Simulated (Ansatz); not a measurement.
# SrHfTe3 (built on the sites of a database entry of SrHfO3): from the cell to its phonons

How does SrHfTe3 (built on the sites of a database entry of SrHfO3) vibrate, and is this structure a minimum?

Calculated with Ansatz 0.2.0; DFT PBEsol, scalar-relativistic, plane waves, norm-conserving pseudopotentials.

The structure was built from a prototype and need not be the compound's stable phase.

### Step 1. Set-up

It takes space group Pm-3m (No. 221, cubic). Conventional cell: a = 4.596 Å, b = 4.596 Å, c = 4.596 Å, α = 90.00°, β = 90.00°, γ = 90.00°. Sr has 12 Te at 3.25 Å nearest. Nearest to Hf lie 6 Te at 2.30 Å. Nearest to Te lie 2 Hf at 2.30 Å and 4 Sr at 3.25 Å. Farther neighbours and most contacts between anions are not listed.

Structure file:

```cif
data_structure
_symmetry_space_group_name_H-M 'Pm-3m'
_symmetry_Int_Tables_number 221
_cell_length_a 4.5956
_cell_length_b 4.5956
_cell_length_c 4.5956
_cell_angle_alpha 90.000
_cell_angle_beta 90.000
_cell_angle_gamma 90.000
_cell_volume 97.06
loop_
_atom_site_label
_atom_site_type_symbol
_atom_site_symmetry_multiplicity
_atom_site_Wyckoff_symbol
_atom_site_fract_x
_atom_site_fract_y
_atom_site_fract_z
_atom_site_occupancy
Sr1 Sr 1 b 0.50000 0.50000 0.50000 1
Hf1 Hf 1 a 0.00000 0.00000 0.00000 1
Te1 Te 3 d 0.50000 0.00000 0.00000 1
```

### Step 2. Rough relaxation

The start is far from rest, so a relaxation with loose tolerances brings it close first.

input.yaml

```yaml
crystal:
  lattice:
    - [4.59565, 0.0, 0.0]
    - [0.0, 4.59565, 0.0]
    - [0.0, 0.0, 4.59565]
  atoms:
    - { symbol: Sr, position: [0.5, 0.5, 0.5] }
    - { symbol: Hf, position: [0.0, 0.0, 0.0] }
    - { symbol: Te, position: [0.5, 0.0, 0.0] }
    - { symbol: Te, position: [0.0, 0.5, 0.0] }
    - { symbol: Te, position: [0.0, 0.0, 0.5] }
kpoints:
  mp_grid: { grid: [4, 4, 4] }
hamiltonian:
  xc: pbesol
  pseudopotentials: { kind: nc }
scf:
  occupations: { method: gaussian, width: 0.1 }
output:
  forces: true
  stress: true
  eigenvalues: true
relax:
  adjacent_minimum: "off"
  f_tol: 0.05
  max_steps: 80
  cell: { stress_tol: 0.5 }
```

Started as:

```sh
> ansatz run input.yaml --threads 8 --pin off --max-ram 14336MiB --backend cpu --events-out ev --progress --plain --runs-dir out
```

Numbers of over 12 decimals in the logs are rounded to 6 here.

Output:

```text
The last accepted step is kept in <dir> (removed where the run ends without a failure and the disk answers)
Engine: ansatz 0.2.0, aarch64-unknown-linux-gnu
Pseudopotentials: kind: nc
Pseudopotential: Sr, nc, valence charge 10, recommended cutoff 925.187132 eV (normal), Sr.nc.azcp (PseudoDojo's, or run here from an input of PseudoDojo's: the run reads no file of this project's for it)
[...]
F+E_penalty+E_count = -11008.66910646 eV   max|allowed force component| = 3.511e-28 eV/Å   (the final SCF, on the basis selected at the relaxed cell)
  cell:  # Å, volume = 168.0178 Å³
    - [5.518044, 0, 0]
    - [0, 5.518044, 0]
    - [0, 0, 5.518044]
  atoms:
    - { symbol: Sr, position: [0.5, 0.500000, 0.500000] }
    - { symbol: Hf, position: [0, 0, 0] }
    - { symbol: Te, position: [0.5, 0, 0] }
    - { symbol: Te, position: [0, 0.500000, 0] }
    - { symbol: Te, position: [0, 0, 0.500000] }
[key lines of the parts left out:]
SCF converged after 4 iterations
Free energy (F): -11008.669106 eV
Fermi energy:    9.111820 eV
P = ⅓ Tr σ = 0.3095 GPa (3.095 kbar)
```

Elapsed: 16 s, on 8 threads of Arm Neoverse V2, shared host; peak memory 1.6 GiB; 2 min of CPU time.

The steps of the relaxation:

```csv
step,energy less that of the first step (eV),largest force component (eV/Å),pressure (GPa),volume (Å³)
1,0.0000,0.0000,87.68,97.06
2,-6.2414,0.0000,49.75,111.96
3,-9.9497,0.0000,25.08,128.31
4,-11.7045,0.0000,7.31,146.18
5,-11.8974,0.0000,-0.26,155.04
6*,-12.2938,0.0000,5.32,155.04
7,-12.4537,0.0000,2.47,161.73
8,-12.5062,0.0000,0.31,168.02
9*,-12.5075,0.0000,0.31,168.02
```

Relaxation steps marked * repeat the geometry before them on a plane-wave basis chosen anew for their cell, so energy and pressure can jump there.

Forces are held to the 48 operations that the run works with; a distortion that breaks them can't arise in this run.

| cell as run | before | after | change |
| --- | --- | --- | --- |
| a (Å) | 4.596 | 5.518 | +20.1 % |
| b (Å) | 4.596 | 5.518 | +20.1 % |
| c (Å) | 4.596 | 5.518 | +20.1 % |
| volume (Å³/atom) | 19.41 | 33.60 | +73.1 % |

The relaxed structure:

```xyz
5
Lattice="5.5180 0.0000 0.0000 0.0000 5.5180 0.0000 0.0000 0.0000 5.5180" Properties=species:S:1:pos:R:3 pbc="T T T"
Sr    2.7590    2.7590    2.7590
Hf    0.0000    0.0000    0.0000
Te    2.7590    0.0000    0.0000
Te    0.0000    2.7590    0.0000
Te    0.0000    0.0000    2.7590
```

This step gave:

```
pressure          : 0.3095 GPa
volume per atom   : 33.60 Å³
gap on the k-mesh : 0 eV
```

In this step the volume went from 19.41 to 33.60 Å³/atom.

### Step 3. Relaxation

The cell and atoms are relaxed, since residual forces and stress would shift the frequencies.

input.yaml, the sections that differ from step 2:

```yaml
crystal:
  lattice:
    - [5.5180437448, 0.0, 0.0]
    - [0.0, 5.5180437448, 0.0]
    - [0.0, 0.0, 5.5180437448]
  atoms:
    - { symbol: Sr, position: [0.5, 0.5, 0.5] }
    - { symbol: Hf, position: [0.0, 0.0, 0.0] }
    - { symbol: Te, position: [0.5, 0.0, 0.0] }
    - { symbol: Te, position: [0.0, 0.5, 0.0] }
    - { symbol: Te, position: [0.0, 0.0, 0.5] }
kpoints:
  mp_grid: { grid: [6, 6, 6] }
relax:
  adjacent_minimum: "off"
  f_tol: 0.005
  max_steps: 80
  cell: { stress_tol: 0.05 }
# hamiltonian, scf, output: as in step 2
```

Output:

```text
[...]
Crystal: 5 atoms, lattice volume = 168.018 Å³
Basis set: ecut = 1120 eV, 14243 PW (Γ), exchange–correlation on 128×128×128 points (8 copies of the dense FFT grid, shifted against one another)
Bands: 42, of which v1, the nominal top of the filled ones, is band 35 counted from 1 (34 counted from 0)
Symmetry: 48 space group operations
[...]
k-points: 20 of 216
[...]
--- Relaxed structure (3 steps of the walk, 3 accepted, 1 SCFs on fresh bases) ---
[...]
cell:  # Å, volume = 169.8188 Å³
    - [5.537690, 0, 0]
    - [0, 5.537690, 0]
    - [0, 0, 5.537690]
  atoms:
    - { symbol: Sr, position: [0.5, 0.5, 0.5] }
    - { symbol: Hf, position: [0, 0, 0] }
    - { symbol: Te, position: [0.5, 0, 0] }
    - { symbol: Te, position: [0, 0.5, 0] }
    - { symbol: Te, position: [0, 0, 0.5] }
[key lines of the parts left out:]
SCF converged after 5 iterations
Free energy (F): -11008.672209 eV
Fermi energy:    8.962024 eV
P = ⅓ Tr σ = -0.0027 GPa (-0.027 kbar)
```

Wall time 17 s (8 threads); peak memory 1.8 GiB.

The steps of the relaxation:

| step | energy less that of the first step (eV) | largest force component (eV/Å) | pressure (GPa) | volume (Å³) |
| --- | --- | --- | --- | --- |
| 1 | 0.0000 | 0.0000 | 0.56 | 168.02 |
| 2 | -0.0026 | 0.0000 | -0.17 | 170.39 |
| 3 | -0.0029 | 0.0000 | 0.00 | 169.82 |
| 4* | -0.0031 | 0.0000 | 0.00 | 169.82 |

Relaxation steps marked * repeat the geometry before them on a plane-wave basis chosen anew for their cell, so energy and pressure can jump there.

Forces are held to the 48 operations that the run works with; a distortion that breaks them can't arise in this run.

```
conventional cell, symmetrised  before  after  change
                         a (Å)   5.518  5.538  +0.4 %
                         b (Å)   5.518  5.538  +0.4 %
                         c (Å)   5.518  5.538  +0.4 %
              volume (Å³/atom)   33.60  33.96  +1.1 %
```

Final coordinates:

```xyz
5
Lattice="5.5377 0.0000 0.0000 0.0000 5.5377 0.0000 0.0000 0.0000 5.5377" Properties=species:S:1:pos:R:3 pbc="T T T"
Sr    2.7688    2.7688    2.7688
Hf    0.0000    0.0000    0.0000
Te    2.7688    0.0000    0.0000
Te    0.0000    2.7688    0.0000
Te    0.0000    0.0000    2.7688
```

This step gave:

```yaml
pressure: -0.002706 GPa
volume_per_atom: 33.96 Å³
```

In this step the volume went from 33.60 to 33.96 Å³/atom.

### Step 4. Relaxing to small forces for the phonons

Phonons need a cell at rest on their own settings, so the relaxation is repeated with tight tolerances on forces and stress on the k mesh and occupations of the first response run.

input.yaml, the sections that differ from step 3:

```yaml
crystal:
  lattice:
    - [5.5376898064, 0.0, 0.0]
    - [0.0, 5.5376898064, 0.0]
    - [0.0, 0.0, 5.5376898064]
  atoms:
    - { symbol: Sr, position: [0.5, 0.5, 0.5] }
    - { symbol: Hf, position: [0.0, 0.0, 0.0] }
    - { symbol: Te, position: [0.5, 0.0, 0.0] }
    - { symbol: Te, position: [0.0, 0.5, 0.0] }
    - { symbol: Te, position: [0.0, 0.0, 0.5] }
scf:
  occupations: { method: methfessel_paxton, width: 0.2 }
relax:
  adjacent_minimum: "off"
  f_tol: 0.001
  max_steps: 60
  cell: { stress_tol: 0.01 }
# kpoints, hamiltonian, output: as in step 3
```

Output:

```text
[...]
Crystal: 5 atoms, lattice volume = 169.819 Å³
Basis set: ecut = 1120 eV, 14411 PW (Γ), exchange–correlation on 128×128×128 points (8 copies of the dense FFT grid, shifted against one another)
Bands: 42, of which v1, the nominal top of the filled ones, is band 35 counted from 1 (34 counted from 0)
Symmetry: 48 space group operations
[...]
k-points: 20 of 216
[...]
--- Relaxed structure (1 steps of the walk, 1 accepted, 1 SCFs on fresh bases) ---
[...]
cell:  # Å, volume = 169.8188 Å³
    - [5.5376898064, 0.0, 0.0]
    - [0.0, 5.5376898064, 0.0]
    - [0.0, 0.0, 5.5376898064]
  atoms:
    - { symbol: Sr, position: [0.500000, 0.500000, 0.500000] }
    - { symbol: Hf, position: [0.0, 0.0, 0.0] }
    - { symbol: Te, position: [0.500000, 0.0, 0.0] }
    - { symbol: Te, position: [0.0, 0.500000, 0.0] }
    - { symbol: Te, position: [0.0, 0.0, 0.500000] }
[key lines of the parts left out:]
SCF converged after 6 iterations
Free energy (F): -11008.669083 eV
Fermi energy:    8.945612 eV
P = ⅓ Tr σ = 0.0066 GPa (0.066 kbar)
```

The job ended after 9.7 s (8 threads; peak memory 1.7 GiB).

Little changed from the start: no atom moved by 0.005 Å and no cell edge by 0.1 %.

Numbers from this step:

```yaml
pressure: 0.006567 GPa
```

The forces vanish by symmetry and the pressure is 0.007 GPa, within the tolerances set. The cell now holds 33.96 Å³/atom.

### Step 5. Zone-centre response

The zone centre comes first: it holds the modes that light can see, as far as symmetry allows. No field response is asked, since the mesh shows no gap.

input.yaml: that of step 4 with these lines changed.

```diff
@@ -19,9 +19,4 @@
 output:
-  forces: true
-  stress: true
   eigenvalues: true
-relax:
-  adjacent_minimum: "off"
-  f_tol: 0.001
-  max_steps: 60
-  cell: { stress_tol: 0.01 }
+phonons:
+  method: dfpt
```

Output:

```text
zone centre: on kpoints.mp_grid the ground state, and the responses unless they are solved on pairs of k-points, stand on 64 of the mesh's 216 k-points, reduced under 8 symmetry operations, with k and −k counted as one. Each operation leaves every solved displacement unchanged or reverses it
[...]
Crystal: 5 atoms, lattice volume = 169.819 Å³
Basis set: ecut = 1120 eV, 14411 PW (Γ), exchange–correlation on 128×128×128 points (8 copies of the dense FFT grid, shifted against one another)
Bands: 42, of which v1, the nominal top of the filled ones, is band 35 counted from 1 (34 counted from 0)
Symmetry: 48 space group operations
k-points: 64 of 216 (irreducible under 8 space group operations)
[...]
SCF iter   1: F=—  HF=-11009.536558 eV  |F-HF|=—  |Δ(HF+E_count)|=         —  Δρ=3.14e-2  dr2=3.06e0  ethr=3.10e-3  ⟨swp⟩=9.6  Hψ=12844  notcnv=0
[...]
SCF iter  11: F=-11008.669083 eV  HF=-11008.669083 eV  |F-HF|=5.46e-12  |Δ(HF+E_count)|=  7.28e-12  S|Δr|=    0.00e0  Δρ=6.66e-8  dr2=6.43e-12  ethr=1.00e-12  ⟨swp⟩=16.5  Hψ=18655  notcnv=0
SCF 1 converged in 11 iterations: F = -11008.669083 eV  dr2 = 6.43e-12
DFPT response loops at Γ: preconditioner auto → Kerker (q_TF=auto, 2.354 Å⁻¹) (partly filled bands, converged f_vac=0.010); β = 1.00, the filter's whole step (`scf.mixing.beta` (0.50) is not read by the response loops under this deck's `scf.mixing.preconditioner`; to damp them name `kerker` or `kerker_dos`, under which they read `scf.mixing.beta`, and type it under 1.00, their step now; both keys bind the ground state too); Broyden in place of MSR1
SCF converged after 11 iterations
[...]
Free energy (F): -11008.669083 eV
[...]
Internal energy: -11008.672840 eV  (E = F + TS)
E sigma→0 (E₀):  -11008.670022 eV
Entropy (-TS):   0.003758 eV (0.752 meV/atom)
Fermi energy:    8.945613 eV
[...]
--- Band table (eV; the first three rows and the last of 64) ---
  k-point 0: bands = [... 31 lower, 7.6680, 8.5587, 8.5587, 8.5587, 8.7622, 8.7622, 8.7622, 9.3582, ... 3 higher]
  k-point 1: bands = [... 31 lower, 7.4139, 7.6437, 8.3022, 8.3022, 8.7966, 9.6202, 9.6202, 9.7764, ... 3 higher]
  k-point 2: bands = [... 31 lower, 6.5170, 7.0286, 8.2005, 8.2005, 8.8706, 10.5104, 10.6532, 10.6532, ... 3 higher]
  k-point 63: bands = [... 31 lower, 5.4112, 9.1691, 9.1691, 9.1691, 9.6380, 11.1163, 11.1163, 11.1163, ... 3 higher]
--- Phonons (Γ-DFPT): 4 representative perturbations + reference, on 64 of 216 k-points (Σ response iterations 15) ---
  k mesh reduced under 8 symmetry operations, with k and −k counted as one. Each operation leaves every solved displacement unchanged or reverses it
  ASR residual: 1.185e-4 → 0.000e0 eV/Å²; symmetrization residual: 4.171e-5 eV/Å²
  ASR residual per site (eV/Å²): 3.08e-6 1.18e-4 8.95e-5 8.95e-5 8.95e-5
  Γ frequencies (cm⁻¹): -58.52 -58.52 -58.52 -40.81 -40.81 -40.81 0.00 0.00 0.00 17.56 17.56 17.56 190.91 190.91 190.91
  non-analytic LO–TO correction: not included (Born effective charges unavailable; polar crystals: no LO–TO splitting at Γ)
```

Run time: 2 min. Hardware: 8 threads; peak memory 6.6 GiB; 15 min of CPU time.

In the SCF lines HF is the Harris–Foulkes energy and dr2 the Hartree energy of the density residual, in eV; the loop may stop once dr2 is under the threshold and the program's other checks hold. Hψ counts applications of the Hamiltonian.

Numbers from this step:

```
sum-rule residual before enforcement                    : 1.18e-4 eV/Å²
point group                                             : m-3m
highest optical mode at the zone centre (no LO-TO term) : 190.9 cm⁻¹
lowest optical zone-centre mode                         : -58.52 cm⁻¹
```

Patterns of degenerate modes are one choice out of their space. Modes at Γ, with each element's share of the kinetic energy (negative means imaginary):

```csv
mode,frequency (cm⁻¹),symmetry,Sr %,Hf %,Te %
1,-58.5,T1u,84,1,15
2,-58.5,T1u,84,1,15
3,-58.5,T1u,84,1,15
4,-40.8,T2u,0,0,100
5,-40.8,T2u,0,0,100
6,-40.8,T2u,0,0,100
7,0.0,acoustic,14,28,59
8,0.0,acoustic,14,28,59
9,0.0,acoustic,14,28,59
10,17.6,T1u,3,47,50
11,17.6,T1u,3,47,50
12,17.6,T1u,3,47,50
13,190.9,T1u,0,24,76
14,190.9,T1u,0,24,76
15,190.9,T1u,0,24,76
```

Displacements in mode 3 (-58.5 cm⁻¹), the largest set to 1:
```
Sr1  0.29  0.07  1.00
Hf2 -0.02  0.00 -0.07
Te3 -0.03 -0.02 -0.24
Te4 -0.07 -0.01 -0.24
Te5 -0.07 -0.02 -0.11
```

Displacements in mode 14 (190.9 cm⁻¹), the largest set to 1:
```
Sr1  0.00  0.00 -0.01
Hf2  0.00  0.00 -0.49
Te3  0.00  0.00 -0.15
Te4  0.00  0.00 -0.15
Te5  0.00  0.00  1.00
```

Before it was imposed, the acoustic sum rule was missed by 1.2e-4 eV/Å². Small misses are needed for a sound result but don't prove that mesh and cutoff are converged. The lowest optical mode is imaginary, 58.5i cm⁻¹, so the energy falls along it.

(Continued in part 2 of 2.)

[Logs are printed without paths, hosts, clocks, repeated set-up lines and the standing remarks that a program may print on its own settings, such as how far it seeks lower states.]

[Hosts, paths, dates, database ids (printed as entryN), source tags and the programs' standing remarks are cut or masked in the printed files.]
